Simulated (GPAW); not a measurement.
# zinc-blende (ZnS)₁₋ₓ(ZnSe)ₓ at x = 0.25: the Zn K absorption edge, part 2 of 3

Aim: the Zn K edge in zinc-blende (ZnS)₁₋ₓ(ZnSe)ₓ at x = 0.25, one member of a composition series.

GPAW 26.7.0; X-ray absorption from dipole matrix elements to empty bands, plane-wave PAW PBE.

So far. Step 3 (Ground state of the crystal): The mesh shows a gap of 1.70 eV. The excited electron is kept all the same, so that all members of the series, with or without a gap, are treated alike.

## Step 5: Spectrum with XCH, Zn atom 5

The holes are 7.7 Å apart. In GPAW the data set carries the hole's charge, so charge=0 means a charged cell and charge=-1 a neutral one. The excited electron is kept in the cell, where it fills the lowest empty states and screens the hole. After the field has converged, empty bands are computed with the density fixed and the dipole matrix elements are summed.

The absorber has 3 S at 2.35 Å and 1 Se at 2.44 Å (distorted tetrahedral).

File xas.py:

```python
import numpy as np
from ase import Atoms
from ase.parallel import parprint, paropen
from gpaw import GPAW, PW, FermiDirac, Mixer, MixerDif, setup_paths
from gpaw.test import gen
setup_paths.insert(0, '.')
gen('Zn', name='fch1s', xcname='PBE', corehole=(1, 0, 1), write_xml=True)
from gpaw.mpi import world
world.barrier()

atoms = Atoms('ZnSZnSZnSeZnSZnSeZnSZnSZnS',
    cell=[[0, 5.4745, 5.4745],
     [5.4745, 0, 5.4745],
     [5.4745, 5.4745, 0]],
    scaled_positions=[[0.0090287, 0.007592, 0.9920933],
     [0.125705, 0.1260986, 0.1250734],
     [0.9999315, 0.9989643, 0.4995255],
     [0.1249997, 0.1249165, 0.6234013],
     [0.9954491, 0.4978003, 0.9960404],
     [0.1251091, 0.6248483, 0.1249707],
     [0.9968894, 0.4962875, 0.5101612],
     [0.1251145, 0.6247893, 0.6247512],
     [0.4973513, 0.9974169, 0.9955279],
     [0.6256696, 0.1254925, 0.1237557],
     [0.4962902, 0.9980074, 0.5090939],
     [0.6255984, 0.1255297, 0.6240757],
     [0.5078721, 0.5082052, 0.9912739],
     [0.6243695, 0.6257923, 0.1258464],
     [0.499326, 0.4996741, 0.5006168],
     [0.6253488, 0.6261847, 0.6226102]],
    pbc=True)
atoms.calc = calc = GPAW(legacy_gpaw=True, mode=PW(400, force_complex_dtype=True), xc='PBE', setups={4: 'fch1s'},
    kpts={'size': (3, 3, 3), 'gamma': True}, occupations=FermiDirac(0.04),
    charge=-1, mixer=Mixer(0.1, 5, 50), maxiter=150,
    convergence={'density': 0.0001, 'eigenstates': 1e-6}, txt='scf.txt')
energy = atoms.get_potential_energy() + calc.get_reference_energy()
ef = calc.get_fermi_level()
out = dict(energy=energy, fermi=ef, forces=atoms.get_forces().tolist())
parprint(f'all-electron energy {energy:.4f} eV, Fermi level {ef:.4f} eV')
ev = np.array([[calc.get_eigenvalues(k, s) for k in range(len(calc.get_ibz_k_points()))] for s in range(calc.get_number_of_spins())])
out['homo'], out['lumo'], out['counts'] = ev[ev < ef].max(), ev[ev > ef].min(), sorted(set((ev < ef).sum((0, 2)).tolist()))
out['filled'] = (ev[:, 0] < ef).sum(1).tolist()

from ase.units import Ha
from gpaw.xas import dipole_matrix_elements
nb = int(calc.get_number_of_electrons() / 2) + 168
top, nb = nb, nb + 8 + nb // 12
nscf = calc.fixed_density(kpts={'size': (4, 4, 4), 'gamma': True}, nbands=nb,
    convergence={'bands': top, 'eigenstates': 5e-3}, maxiter=60, txt='nscf.txt')
cell = atoms.cell.array
ops = [cell.T @ U.T @ np.linalg.inv(cell.T) for U in nscf.wfs.kd.symmetry.op_scc]
filled = [72]  # bands filled in the ground state, by spin
E = np.arange(-6, 30, 0.1)
fwhm = np.interp(E, [4, 25], [1.67, 3.5])
Y, X, zero, highest = 0, 0, 1e9, 1e9
for spin in range(nscf.get_number_of_spins()):
    wfs = nscf.wfs
    mine = wfs.bd.get_slice()  # this rank's bands
    A = dipole_matrix_elements(wfs.setups[4])
    eps = np.zeros((wfs.kd.nibzkpts, nb))
    d = np.zeros((3, A.shape[1], wfs.kd.nibzkpts, nb), complex)
    for kpt in wfs.kpt_u:
        if kpt.s == spin and 4 in kpt.P_ani:
            eps[kpt.k, mine] = kpt.eps_n * Ha
            d[:, :, kpt.k, mine] = (kpt.weight * wfs.nspins / 2) ** 0.5 * np.inner(A, kpt.P_ani[4])
    world.sum(eps)
    world.sum(d)
    T = np.einsum('amkn,bmkn->abkn', d, d.conj()).real
    T = sum(np.einsum('ai,ijkn,bj->abkn', R, T, R) for R in ops) / len(ops)
    empty = np.ones_like(eps, bool) & (np.arange(nb) >= filled[spin])
    zero, highest = min(zero, eps[empty].min()), min(highest, eps[:, top - 1].min())
    lines = [(eps, T, empty)] if spin == 0 else lines + [(eps, T, empty)]
for eps, T, empty in lines:
    f = np.einsum('aakn->akn', T).reshape(3, -1)
    x = eps.ravel() - zero
    w = np.interp(x, E, fwhm) / 2.35482
    g = np.exp(-0.5 * ((E[:, None] - x) / w) ** 2) / (w * (2 * np.pi) ** 0.5)
    Y = Y + (f * empty.ravel()) @ g.T
    X = X + (f * ~empty.ravel()) @ g.T
out.update(E=E.round(2).tolist(), xas=Y.tolist(), xes=X.tolist(), zero=zero, valid=highest - zero, nk=len(eps), nb=nb)
for i in range(0, len(E), 10):
    parprint(f'{E[i]:7.2f}', *(f'{v:10.3e}' for v in Y[:, i]))
import json
with paropen('out.json', 'w') as f:
    json.dump(out, f)
```

Run with:

```bash
$ OMP_NUM_THREADS=1 mpirun -n 4 gpaw python xas.py
```

Numbers of over 12 decimals in the logs are rounded to 6 here.

The log of the run:

```text
Input parameters:
  charge: -1
  convergence: {density: 0.0001,
                eigenstates: 1e-06}
  kpts: {gamma: True,
         size: (3, 3, 3)}
  maxiter: 150
  mixer: {backend: pulay,
          beta: 0.1,
          method: separate,
          nmaxold: 5,
          weight: 50}
  mode: {ecut: 400.0,
         force_complex_dtype: True,
         name: pw}
  occupations: {fixmagmom: False,
                name: fermi-dirac,
                width: 0.04}
  setups: {4: fch1s}
  xc: PBE

Initialize ...

[... PAW data sets ...]

Reference energy: -578544.624231  # eV

Spin-paired calculation

[... convergence settings ...]
Symmetries present (total): 1
  [... symmetry matrices ...]

27 k-points: 3 x 3 x 3 Monkhorst-Pack grid
14 k-points in the irreducible part of the Brillouin zone
       k-points in crystal coordinates                weights
   0:     0.00000000    0.00000000    0.00000000          1/27
   1:     0.00000000    0.00000000    0.33333333          2/27
   2:     0.00000000    0.33333333   -0.33333333          2/27
   3:     0.00000000    0.33333333    0.00000000          2/27
   4:     0.00000000    0.33333333    0.33333333          2/27
   5:     0.33333333   -0.33333333   -0.33333333          2/27
   6:     0.33333333   -0.33333333    0.00000000          2/27
   7:     0.33333333   -0.33333333    0.33333333          2/27
   8:     0.33333333    0.00000000   -0.33333333          2/27
   9:     0.33333333    0.00000000    0.00000000          2/27
          ...
  13:     0.33333333    0.33333333    0.33333333          2/27

Wave functions: Plane wave expansion
  Cutoff energy: 400.000 eV
  Number of coefficients (min, max): 5942, 6002
  Pulay-stress correction: 0.000000 eV/Ang^3 (de/decut=0.000000)
  Using FFTW library
  Wavefunction extrapolation:
    Improved wavefunction reuse through dual PAW basis

Occupation numbers: Fermi-Dirac:
  width: 0.0400  # eV

Eigensolver
   Davidson(niter=2)

Densities:
  Coarse grid: 36*36*36 grid
  Fine grid: 72*72*72 grid
  Total Charge: 0.000000

Density mixing:
  Method: separate
  Backend: pulay
  Linear mixing parameter: 0.1
  old densities: 5
  Width of damping distribution: 1.1
  Damping of long wavelength oscillations: 50

[... Hamiltonian set-up ...]
Number of atoms: 16
Number of atomic orbitals: 104
Number of bands in calculation: 91
Number of valence electrons: 145
Bands to converge: occupied

... initialized

Initializing position-dependent things.

Density initialized from atomic densities
Creating initial wave functions:
  91 bands from LCAO basis set

                            Zn

                             Zn

                     Zn           Zn
                          Zn
                        S
                            Zn
               S   Zn
                 S

         Se           S

              Se
               S
                   Zn
       S

Atomic positions and initial magnetic moments

Positions:
   0 Zn     5.472777    5.480642    0.090990    ( 0.0000,  0.0000,  0.0000)
   1 S      1.375041    1.372886    1.378499    ( 0.0000,  0.0000,  0.0000)
   2 Zn     8.203482    8.208777   10.942955    ( 0.0000,  0.0000,  0.0000)
   3 S      4.096666    4.097121    1.368166    ( 0.0000,  0.0000,  0.0000)
   4 Zn     8.178031   10.902409    8.174794    ( 0.0000,  0.0000,  0.0000)
   5 Se     4.104884    1.369062    4.105642    ( 0.0000,  0.0000,  0.0000)
   6 Zn     5.509803    8.250349    8.174397    ( 0.0000,  0.0000,  0.0000)
[...]
13 S      4.114846    4.107057    6.844011    ( 0.0000,  0.0000,  0.0000)
  14 Zn     5.476093    5.474187    5.469026    ( 0.0000,  0.0000,  0.0000)
  15 S      6.836528    6.831952    6.851520    ( 0.0000,  0.0000,  0.0000)

Unit cell:
           periodic     x           y           z      points  spacing
  1. axis:    yes    0.000000    5.474500    5.474500    36     0.1756
  2. axis:    yes    5.474500    0.000000    5.474500    36     0.1756
  3. axis:    yes    5.474500    5.474500    0.000000    36     0.1756

  Lengths:   7.742112   7.742112   7.742112
  Angles:   60.000000  60.000000  60.000000

Effective grid spacing dv^(1/3) = 0.1916

iter:   1   -62.732714
iter:   2   -61.387130   -0.31  -1.19
iter:   3   -59.259928   -0.90  -1.26
iter:   4   -59.267141   -1.68  -1.54
iter:   5   -59.225078c  -2.15  -1.57
iter:   6   -59.215087c  -2.70  -2.00
iter:   7   -59.204284c  -3.13  -2.18
iter:   8   -59.200527c  -4.07  -2.86
iter:   9   -59.199993c  -3.69  -2.90
iter:  10   -59.198980c  -4.56  -3.20
iter:  11   -59.198940c  -5.34  -3.42
iter:  12   -59.199068c  -5.56  -3.43
iter:  13   -59.199000c  -5.06  -3.51
iter:  14   -59.198956c  -6.18c -3.63
iter:  15   -59.198955c  -6.28c -3.94
iter:  16   -59.198945c  -6.50c -4.04c

Converged after 16 iterations.

Dipole moment: (-22.785188, -22.663592, -25.418318) |e|*Ang

Energy contributions relative to reference atoms: (reference = -578544.624231)

Kinetic:       +117.536989
Potential:     -101.719212
External:        +0.000000
XC:             -75.063637
Entropy (-ST):   -0.018694
Local:           +0.056263
SIC:             +0.000000
--------------------------
Free energy:    -59.208292
Extrapolated:   -59.198945

Showing only first 2 kpts
 Kpt  Band  Eigenvalues  Occupancy
  0    70      3.84383    2.00000
  0    71      3.89327    2.00000
  0    72      5.28329    2.00000
  0    73      6.30057    1.99998

  1    70      3.52432    2.00000
  1    71      3.66035    2.00000
  1    72      6.26320    1.99999
[...]
Fermi level: 6.75987

No gap
No difference between direct/indirect transitions

Forces in eV/Ang:
  0 Zn   -0.00623   -0.15023    0.04081
  1 S    -0.19891    0.27086   -0.21930
  2 Zn    0.11855    0.00462    0.01225
  3 S    -0.01243   -0.01909    0.00759
  4 Zn   -0.04341   -0.01920   -0.05847
  5 Se    0.22222    0.21524    0.20261
  6 Zn    0.02915    0.02378   -0.16771
[...]
13 S     0.27349   -0.20846   -0.21966
 14 Zn   -0.00057    0.10790    0.01413
 15 S    -0.01782   -0.00901   -0.00747
Scalar-relativistic atomic PBE calculation for Zn (Zinc, Z=30)
Core hole in 1s state (1s occupation: 1.0)
600 radial gridpoints.
|------------------------------------------------|
|------------------------------------------------|
[... the atom generator's iteration count ...]

Energy contributions:
-------------------------
Kinetic:    +1457.970091
XC:           -62.631801
Potential:  -2834.535616
-------------------------
Total:      -1439.197326

state      eigenvalue         ekin         rmax
-----------------------------------------------
1s^1.0 :  -363.089361   458.784609        0.033
2s^2.0 :   -45.681210    90.109297        0.185
2p^6.0 :   -40.586365    89.039872        0.147
3s^2.0 :    -5.602745    20.202422        0.571
3p^6.0 :    -3.926114    18.237897        0.568
3d^10.0:    -1.022506    13.067112        0.532
4s^2.0 :    -0.591866     2.112153        1.874
4p^0.0 :    -0.335189     1.283448        2.317
-----------------------------------------------
(units: Bohr and Hartree)

Generating PAW setup
Kinetic energy of the core from tauc = 1335.832873827092
Cutoffs:
rc(s)=2.430
rc(p)=2.400
rc(d)=2.230
rc(vbar)=2.260
rc(comp)=2.200
rc(nct)=2.430

Kinetic energy of the core states: 1323.074664
Charge: 1.0
Core electrons: 17.0
Valence electrons: 12.0
Pseudo-core charge: 0.062099
Shape function alpha=2.066
Pseudo-electron charge 3.417638
state    eigenvalue         norm
--------------------------------
4s(2) :    -0.591866     1.201133
*s    :     0.408134
4p(0) :    -0.335189     1.021145
*p    :     0.664811
3d(10):    -1.022506     0.095327
*d    :    -0.022506
--------------------------------

Diagonalizing with gridspacing h=0.050

state   all-electron     PAW
-------------------------------
4s:      -0.591866    -0.592148
4p:      -0.335189    -0.335391
3d:      -1.022506    -1.022962
*f:                   -0.019081
-------------------------------
all-electron energy -578603.8232 eV, Fermi level 6.7599 eV
[...]
27.00  1.634e-07  1.633e-07  1.636e-07
  28.00  1.684e-07  1.686e-07  1.681e-07
  29.00  1.637e-07  1.640e-07  1.630e-07
```

The job ended after 3.3 min (4 MPI ranks of AMD EPYC 9B14 (Zen 4), shared host; peak memory 0.77 GiB; 13 min of CPU time).

The Zn K spectrum, Zn atom 5, excited-electron core hole (neutral cell) (energy from the bottom of the conduction band, which holds the excited electron; intensity scaled to a mean of 1 over the first 20 eV):

```
E (eV)  intensity
  -2.0       0.00
  -1.5       0.00
  -1.0       0.00
  -0.5       0.01
   0.0       0.03
   0.5       0.09
   1.0       0.21
   1.5       0.42
   2.0       0.69
   2.5       0.95
   3.0       1.13
   3.5       1.33
   4.0       1.64
   4.5       1.93
   5.0       2.00
   5.5       1.76
   6.0       1.35
   6.5       1.01
   7.0       0.84
   7.5       0.83
   8.0       0.92
   8.5       1.00
   9.0       1.00
   9.5       0.94
  10.0       0.89
  10.5       0.89
  11.0       0.94
  11.5       1.00
  12.0       1.04
  12.5       1.05
  13.0       1.03
  13.5       1.01
  14.0       1.00
  14.5       1.00
  15.0       1.00
  15.5       0.99
  16.0       0.98
  16.5       0.97
  17.0       0.96
  17.5       0.95
  18.0       0.94
  18.5       0.93
  19.0       0.90
  19.5       0.86
  20.0       0.82
  20.5       0.79
  21.0       0.77
  21.5       0.78
  22.0       0.80
  22.5       0.82
  23.0       0.84
  23.5       0.85
  24.0       0.85
  24.5       0.85
  25.0       0.86
  25.5       0.88
  26.0       0.91
  26.5       0.94
  27.0       0.98
  27.5       1.00
```

Main maxima below 27 eV (height): 4.8 eV (2.02), 8.8 eV (1.01) and 12.4 eV (1.05). A K edge sees empty p states on the absorber.

The total-energy difference is 9692.74 eV. One term is added: -30.96 eV, since the hole is spin-paired here and a spin-polarised one costs that much less in the free atom (computed apart). The photon energy is then 9661.78 eV. The tabulated edge of the element is 9659 eV. The functional leaves an error of a few eV in such absolute values.

## Step 6: Reference energy of the cell

The absorbing element, whose data set is made anew, changes for the next run, so it gets a reference energy of its own.

File scf.py:

```python
import numpy as np
from ase import Atoms
from ase.parallel import parprint, paropen
from gpaw import GPAW, PW, FermiDirac, Mixer, MixerDif, setup_paths
from gpaw.test import gen
setup_paths.insert(0, '.')
gen('S', name='nch1s', xcname='PBE', corehole=(1, 0, 0), write_xml=True)
from gpaw.mpi import world
world.barrier()

atoms = Atoms('ZnSZnSZnSeZnSZnSeZnSZnSZnS',
    cell=[[0, 5.4745, 5.4745],
     [5.4745, 0, 5.4745],
     [5.4745, 5.4745, 0]],
    scaled_positions=[[0.0090287, 0.007592, 0.9920933],
     [0.125705, 0.1260986, 0.1250734],
     [0.9999315, 0.9989643, 0.4995255],
     [0.1249997, 0.1249165, 0.6234013],
     [0.9954491, 0.4978003, 0.9960404],
     [0.1251091, 0.6248483, 0.1249707],
     [0.9968894, 0.4962875, 0.5101612],
     [0.1251145, 0.6247893, 0.6247512],
     [0.4973513, 0.9974169, 0.9955279],
     [0.6256696, 0.1254925, 0.1237557],
     [0.4962902, 0.9980074, 0.5090939],
     [0.6255984, 0.1255297, 0.6240757],
     [0.5078721, 0.5082052, 0.9912739],
     [0.6243695, 0.6257923, 0.1258464],
     [0.499326, 0.4996741, 0.5006168],
     [0.6253488, 0.6261847, 0.6226102]],
    pbc=True)
atoms.calc = calc = GPAW(legacy_gpaw=True, mode=PW(400, force_complex_dtype=True), xc='PBE', setups={3: 'nch1s'},
    kpts={'size': (3, 3, 3), 'gamma': True}, occupations=FermiDirac(0.02),
    charge=0, mixer=Mixer(0.1, 5, 50), maxiter=150,
    convergence={'density': 0.0001, 'eigenstates': 1e-6}, txt='scf.txt')
energy = atoms.get_potential_energy() + calc.get_reference_energy()
ef = calc.get_fermi_level()
out = dict(energy=energy, fermi=ef, forces=atoms.get_forces().tolist())
parprint(f'all-electron energy {energy:.4f} eV, Fermi level {ef:.4f} eV')
ev = np.array([[calc.get_eigenvalues(k, s) for k in range(len(calc.get_ibz_k_points()))] for s in range(calc.get_number_of_spins())])
out['homo'], out['lumo'], out['counts'] = ev[ev < ef].max(), ev[ev > ef].min(), sorted(set((ev < ef).sum((0, 2)).tolist()))
out['filled'] = (ev[:, 0] < ef).sum(1).tolist()
import json
with paropen('out.json', 'w') as f:
    json.dump(out, f)
```

Run with:

```bash
$ OMP_NUM_THREADS=1 mpirun -n 4 gpaw python scf.py
```

The log of the run:

```text
Input parameters:
  convergence: {density: 0.0001,
                eigenstates: 1e-06}
  kpts: {gamma: True,
         size: (3, 3, 3)}
  maxiter: 150
  mixer: {backend: pulay,
          beta: 0.1,
          method: separate,
          nmaxold: 5,
          weight: 50}
  mode: {ecut: 400.0,
         force_complex_dtype: True,
         name: pw}
  occupations: {fixmagmom: False,
                name: fermi-dirac,
[...]
3s(2) :    -0.634076     1.192540
*s    :     0.365924
3p(4) :    -0.257545     0.999977
*p    :     0.742455
*d    :     0.000000
--------------------------------

Diagonalizing with gridspacing h=0.050

state   all-electron     PAW
-------------------------------
3s:      -0.634076    -0.634693
3p:      -0.257545    -0.257957
*d:                    0.042231
*f:                    0.074234
-------------------------------
all-electron energy -588296.5644 eV, Fermi level 4.4022 eV
[key lines of the parts left out:]
Converged after 15 iterations.
Dipole moment: (-22.759313, -22.738101, -25.411594) |e|*Ang
Free energy:    -53.167187
Fermi level: 4.40215
```

Run time: 41 s. Hardware: 4 MPI ranks; peak memory 0.35 GiB.

Reference energy: -588296.564 eV with the cores included.

(Continued in part 3 of 3.)

[Banner, clock and machine lines of the logs are left out without a mark of their own.]

[Logs are printed without paths, hosts, clocks, repeated set-up lines and the standing remarks that a program may print on its own settings, such as how far it seeks lower states.]

[Hosts, paths, dates, database ids (printed as entryN), source tags and the programs' standing remarks are cut or masked in the printed files.]

[Lists of maxima count a maximum above −3 eV only where it reaches 4 % of the highest in the window and stands out from its surroundings by 2 % of it (1.5 % where it reaches 55 %); shoulders and weaker maxima are passed over, and of the rest the first, up to two pre-edge ones and the few strongest are named.]
